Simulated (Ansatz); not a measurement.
# What CaSiS3 in R-3c, a phase reached by a soft mode distorts into, part 3 of 3

Wanted: the energy along a soft mode of CaSiS3 in R-3c, a phase reached by a soft mode and the structure at the end.

Ansatz 0.2.0; DFT LDA, scalar-relativistic, plane waves, PAW; PAW set soft_1.

So far. Step 5 (Energy along the mode, all amplitudes (two of the runs …): The lowest of the steps tried is at 0.22 Å, 2.86 meV/atom below the parent; the bottom of the well need not coincide with a step. Step 7 (The new phase in its own primitive cell): The largest force component left is 0.71 meV/Å and the pressure is 0.000 GPa, within the tolerances set. The cell now holds 18.04 Å³/atom.

The structure was built from a prototype and need not be the compound's stable phase.

## (8) Modes of the new phase

A relaxed structure may still be a saddle point, so its zone-centre modes are computed. The response to a homogeneous field gives the Born charges and the dielectric tensor.

input.yaml

```yaml
crystal:
  lattice:
    - [5.2884233158, -3.258106083, -1.84423e-05]
    - [5.2884233158, 3.258106083, -1.84423e-05]
    - [-3.2456809322, 0.0, 5.2349080454]
  atoms:
    - { symbol: Ca, position: [0.7432396306, 0.2567603694, 0.5] }
    - { symbol: Ca, position: [0.2381086452, 0.7618913548, 0.0] }
    - { symbol: Si, position: [0.9796211346, 0.5134159635, 0.2429143862] }
    - { symbol: Si, position: [0.4865840365, 0.0203788654, 0.7570856138] }
    - { symbol: S, position: [0.1600868704, 0.8399131296, 0.5] }
    - { symbol: S, position: [0.8304768804, 0.1695231196, 0.0] }
    - { symbol: S, position: [0.7866293622, 0.6645035223, 0.9129369776] }
    - { symbol: S, position: [0.2819005833, 0.3417000408, 0.590548725] }
    - { symbol: S, position: [0.3354964777, 0.2133706378, 0.0870630224] }
    - { symbol: S, position: [0.6582999592, 0.7180994167, 0.409451275] }
kpoints:
  mp_grid: { grid: [6, 6, 6] }
hamiltonian:
  xc: lda
  pseudopotentials: { kind: paw, azcp: { folder: soft_1 }, xc_functional: pbe }
scf:
  occupations: { method: fixed }
output:
  eigenvalues: true
phonons:
  method: dfpt
  dielectric: true
  rigid_motions: translations
```

Started as:

```sh
ansatz run input.yaml --threads 4 --pin off --max-ram 16384MiB --backend cpu --events-out ev --progress --plain --runs-dir out
```

Numbers of over 12 decimals in the logs are rounded to 6 here.

The program printed:

```text
[...]
Crystal: 10 atoms, lattice volume = 180.397 Å³
Basis set: ecut = 420 eV, 3503 PW (Γ), exchange–correlation on 90×90×90 points (8 copies of the dense FFT grid, shifted against one another)
Bands: 42, of which v1, the nominal top of the filled ones, is band 32 counted from 1 (31 counted from 0)
Symmetry: 2 space group operations
k-points: 112 of 216 (irreducible under 1 space group operation, time reversal used)
[...]
SCF iter   1: F=—  HF=-9994.427970 eV  |F-HF|=—  |Δ(HF+E_count)|=         —  Δρ=5.60e-2  dr2=1.32e1  ethr=3.10e-3  ⟨swp⟩=7.8  Hψ=22878  notcnv=0  defer=811
[...]
SCF iter  11: F=-9990.319068 eV  HF=-9990.319068 eV  |F-HF|=1.09e-11  |Δ(HF+E_count)|=  7.46e-11  Δρ=1.26e-7  dr2=2.33e-11  ethr=1.00e-12  ⟨swp⟩=21.9  Hψ=43551  notcnv=0
SCF 1 converged in 11 iterations: F = -9990.319068 eV  dr2 = 2.33e-11
[...]
NSCF: frozen V_eff on 3 k-points
[...]
Bands: 33, of which v1, the nominal top of the filled ones, is band 32 counted from 1 (31 counted from 0)
k-points: 144 of 512 (time reversal used)
[...]
Eigensolver: Dense (144 Hₖ)
SCF iter   1: F=—  HF=-9990.249791 eV  |F-HF|=—  |Δ(HF+E_count)|=         —  Δρ=2.28e-4  dr2=2.76e-5  ethr=1.00e-1
[...]
SCF iter   3: F=-9990.249799 eV  HF=-9990.249799 eV  |F-HF|=7.26e-9  |Δ(HF+E_count)|=   2.56e-6  Δρ=6.90e-6  dr2=8.54e-8  ethr=1.43e-8
SCF 1 converged in 3 iterations: F = -9990.249799 eV  dr2 = 8.54e-8
[...]
SCF converged after 11 iterations
Free energy (F): -9990.319068 eV
[...]
Internal energy: -9990.319068 eV  (E = F + TS)
E sigma→0 (E₀):  -9990.319068 eV
Fermi energy:    7.813587 eV
[...]
--- Band table (eV; the first three rows and the last of 112) ---
  k-point 0: bands = [... 28 lower, 7.0832, 7.2887, 7.4836, 7.8136, 8.8086, 10.6087, 10.9571, 11.1449, ... 6 higher]
  k-point 1: bands = [... 28 lower, 7.1230, 7.3502, 7.4775, 7.7569, 8.7657, 10.4489, 10.8178, 11.1612, ... 6 higher]
  k-point 2: bands = [... 28 lower, 6.9451, 7.2094, 7.4719, 7.7461, 8.6534, 9.6447, 11.1131, 11.5030, ... 6 higher]
  k-point 111: bands = [... 28 lower, 6.7337, 6.7393, 6.8088, 6.8119, 9.0068, 9.0690, 11.7991, 11.8871, ... 6 higher]
[...]
ASR residual: 1.407e-4 → 0.000e0 eV/Å²; symmetrization residual: 6.512e-6 eV/Å²
[...]
ε∞ (high-frequency dielectric tensor):
       13.542434     0.000000    -0.815077
        0.000000    10.900930     0.000000
       -0.815077     0.000000    11.149724
[...]
Born effective charges Z* (e; rows j = field, columns β = displacement):
    site 0:
         2.51278    0.00000    0.03591
         0.00000    2.43347    0.00000
         0.14841    0.00000    2.67368
    site 1:
         2.41077    0.00000    0.07300
         0.00000    2.69095    0.00000
        -0.10750    0.00000    2.45262
    site 2:
         4.54046    0.35210    0.28938
        -0.43424    4.63443   -1.12882
         0.23143    1.24416    4.62661
    site 3:
         4.54046   -0.35210    0.28938
         0.43424    4.63443    1.12882
         0.23143   -1.24416    4.62661
    site 4:
        -2.99474   -0.00000   -0.90214
        -0.00000   -2.36336   -0.00000
        -0.82917   -0.00000   -2.11808
    site 5:
        -2.70328   -0.00000   -0.82760
        -0.00000   -2.36215   -0.00000
        -0.29174   -0.00000   -2.22424
    site 6:
        -2.19121   -0.87398    0.13754
        -0.30249   -2.46886    0.17984
        -0.00313    0.10479   -2.29197
    site 7:
        -1.96201   -0.43569    0.38349
        -0.38587   -2.36502    0.06283
         0.31170    0.37316   -2.72664
    site 8:
        -2.19121    0.87398    0.13754
         0.30249   -2.46886   -0.17984
        -0.00313   -0.10479   -2.29197
    site 9:
        -1.96201    0.43569    0.38349
         0.38587   -2.36502   -0.06283
         0.31170   -0.37316   -2.72664
  Z* charge neutrality: 2.947e-2 e pre-enforcement
[...]
optical modes at Γ without the LO–TO term, one row a degenerate level:
      ω (cm⁻¹)  modes    IR ((D/Å)²/amu)
        -66.16      1            15.0468
         66.52      1             1.4574
         85.51      1            16.6496
        106.83      1             7.2596
        111.84      1            17.8210
        123.02      1             4.5376
        129.48      1             0.3463
[...]
optical modes at Γ + LO–TO along q̂ = [1.0000, 0.0000, 0.0000]:
      ω (cm⁻¹)  modes    IR ((D/Å)²/amu)
[...]
optical modes at Γ + LO–TO along q̂ = [0.0000, 1.0000, 0.0000]:
      ω (cm⁻¹)  modes    IR ((D/Å)²/amu)
[...]
optical modes at Γ + LO–TO along q̂ = [0.0000, 0.0000, 1.0000]:
      ω (cm⁻¹)  modes    IR ((D/Å)²/amu)
[...]
272.58      1            32.0566
        277.35      1            26.0628
        282.00      1             1.6757
        314.96      1             6.3045
        323.77      1             0.3465
        326.87      1             2.9032
        358.08      1             9.0369
        365.91      1            12.0802
        371.38      1             0.0415
        376.61      1            21.5366
        405.96      1             0.2492
        419.70      1            25.7229
```

Run time: 12 min. Hardware: 4 threads of Arm Neoverse V1, shared host; peak memory 3.4 GiB; 49 min of CPU time.

Numbers from this step:

- sum-rule residual before enforcement: 1.41e-4 eV/Å²
- miss of the charge sum rule: 0.02947 e
- estimated error of the dielectric tensor: 0.05584
- estimated error of the Born charges: 0.02747 e
- point group: 2
- highest optical mode at the zone centre (no LO-TO term): 406.2 cm⁻¹
- lowest optical zone-centre mode: -66.16 cm⁻¹
- mean high-frequency dielectric constant: 11.86
- largest Born charge (third of the trace): 4.601 e
- top of the zone-centre spectrum with the field: 419.7 cm⁻¹

Patterns of degenerate modes are one choice out of their space. The modes at Γ (shares of kinetic energy by element, %) (negative means imaginary):

```csv
mode,frequency (cm⁻¹),symmetry,Ca %,Si %,S %
1,-66.2,B,18,6,76
2,0.0,acoustic,24,17,59
3,0.0,acoustic,24,17,59
4,0.0,acoustic,24,17,59
5,66.5,B,64,2,34
6,85.5,B,49,19,33
7,106.8,B,23,17,60
8,111.8,A,2,24,74
9,123.0,B,38,36,26
10,129.5,A,10,4,85
11,139.5,A,25,40,36
12,156.2,B,12,36,51
13,167.4,B,67,0,33
14,170.2,A,67,2,32
15,179.0,B,7,11,82
16,220.9,A,9,13,79
17,226.7,B,16,16,68
18,234.5,A,1,1,98
19,265.1,B,29,10,61
20,272.6,A,35,17,48
21,282.0,A,2,6,92
22,289.9,B,9,13,78
23,323.8,A,20,2,77
24,326.6,B,11,21,69
25,333.3,B,4,18,79
26,364.9,B,5,9,86
27,365.9,A,0,60,40
28,371.4,A,4,42,53
29,406.0,A,1,72,28
30,406.2,B,0,52,47
```

Optical modes at the zone centre, without and with the macroscopic field of the longitudinal modes; each column is sorted by frequency, so a row need not hold one and the same mode. Modes with and without the field, by row:

```csv
rank among optical modes,no field (cm⁻¹),"q along (1, 0, 0) (cm⁻¹)","q along (0, 1, 0) (cm⁻¹)","q along (0, 0, 1) (cm⁻¹)"
1,-66.2,-62.5,-66.2,26.2
2,66.5,67.5,66.5,68
3,85.5,98.8,85.5,93.9
4,106.8,111.8,106.8,111.5
5,111.8,120.1,123,111.8
6,123,128.3,128.3,129.5
7,129.5,129.5,132.1,137.7
8,139.5,139.5,156.2,139.5
9,156.2,165,161.8,160.6
10,167.4,170.2,167.4,167.4
11,170.2,175.4,176.2,170.2
12,179,193.3,179,184.7
13,220.9,220.9,221.1,220.9
14,226.7,229.4,226.7,230
15,234.5,234.5,234.5,234.5
16,265.1,272.6,265.1,272.6
17,272.6,282,281.5,277.4
18,282,282.2,289.9,282
19,289.9,316.2,320.5,315
20,323.8,323.8,326.6,323.8
21,326.6,331.3,328.4,326.9
22,333.3,349.7,333.3,358.1
23,364.9,364.9,364.9,365.9
24,365.9,365.9,371.4,371.4
25,371.4,371.4,401.9,376.6
26,406,406,406.2,406
27,406.2,406.4,411.2,419.7
```

Born charge (rows field, columns displacement) (e), principal values of the symmetric part by kind of site:

```csv
atom,atoms with these values,low,middle,high,mean
Ca1,1,2.43,2.47,2.72,2.54
Ca2,1,2.40,2.46,2.69,2.52
Si3,2,4.31,4.65,4.85,4.60
S5,1,-3.53,-2.36,-1.59,-2.49
S6,1,-3.07,-2.36,-1.85,-2.43
S7,2,-2.97,-2.26,-1.72,-2.32
S8,2,-3.06,-2.32,-1.67,-2.35
```

In full for S5:

```
-2.99  0.00 -0.90
 0.00 -2.36  0.00
-0.83  0.00 -2.12
```

High-frequency dielectric tensor:

```
13.54  0.00 -0.82
 0.00 10.90  0.00
-0.82  0.00 11.15
```

Transverse modes; imaginary modes are left out. Infrared lines, with heights relative to the strongest:

```csv
position (cm⁻¹),lines merged,relative intensity
66,1,4.0
86,1,45
107,1,20
112,1,48
123,1,12
130,1,0.9
140,1,13
156,1,31
167,1,5.5
170,1,2.4
179,1,11
221,1,0.4
227,1,13
234,1,0.0
265,1,100
273,1,87
282,1,4.6
290,1,52
324,1,0.9
327,1,6.7
333,1,24
365,1,3.6
366,1,33
371,1,0.1
406,2,11
```

Before it was imposed, the acoustic sum rule was missed by 1.4e-4 eV/Å² and the charge sum rule by 0.029 e. Small misses are needed for a sound result but don't prove that mesh and cutoff are converged. The lowest optical mode is imaginary, 66.2i cm⁻¹, so the energy falls along it.

The log warns of the k mesh: “the force constants stand on the 6×6×6 k-mesh, whose period is 13.94 times the interband length at k = (0.0000, 0.0000, 0.0000), direct gap 0.995 eV, under 14: take them and everything formed from them as unconverged”.

## (9) The phases reached

The phases reached along the modes that were followed are set side by side.

Energies are those of the first relaxation, on the mesh of the frozen mode; space group, volume and gap are those of the last relaxation. Phases, by row:

```csv
mode frozen in,space group,energy from parent (meV/atom),volume (Å³/atom),gap on mesh (eV),lowest zone-centre optical mode (cm⁻¹),largest shift (Å)
parent,R-3c,0,17.89,0.537,–,–
"q = (0, 0, 0), 77i cm⁻¹",Cc,-97.22,18.91,1.224,104.4,0.547
"q = (0, 0, 0), 77i cm⁻¹",C2,-3.86,18.04,0.793,-66.2,0.232
```

## (10) Outcome

| Quantity | Value |
| --- | --- |
| unstable mode of the parent | q = (0, 0, 0), 77i cm⁻¹ |
| depth at the lowest point sampled | 2.86 meV/atom |
| largest atomic shift at that point | 0.22 Å |
| space group reached (within 0.01 Å) | C2 |
| energy gained over the parent (first relaxation, on the mesh of the frozen mode) | 3.86 meV/atom |
| volume per atom, phase reached | 18.0 Å³ |
| gap on the k-mesh, phase reached | 0.793 eV |
| lowest optical zone-centre mode, phase reached | -66.2 cm⁻¹ |
| highest optical mode at the zone centre (no LO-TO term), phase reached | 406 cm⁻¹ |

In words: Along this mode the structure falls into C2, 3.86 meV/atom below the parent. At the parent's cell the well is 2.864 meV/atom deep on the steps tried, with its lowest point at a shift of 0.22 Å. Relaxing atoms and cell changes the gain by +0.99 meV/atom against the lowest step (energies at zero smearing). The new phase still has an imaginary mode at the zone centre of its cell, so it is a saddle point on the way to a lower structure. Of the 2 patterns followed to their end from this parent, this one ends 93.4 meV/atom above the lowest, Cc. Each path keeps the symmetry of its pattern, so a lower phase may lie along a pattern not tried. With the field response the log warns that the k mesh is coarse for the force constants too, so the frequencies may not be converged. The PAW files were made for PBE and serve the other functionals too. The starting cell was built on a prototype and not taken from a measurement, so the phase need not exist.

[Logs are printed without paths, hosts, clocks, repeated set-up lines and the standing remarks that a program may print on its own settings, such as how far it seeks lower states.]

[Hosts, paths, dates, database ids (printed as entryN), source tags and the programs' standing remarks are cut or masked in the printed files.]
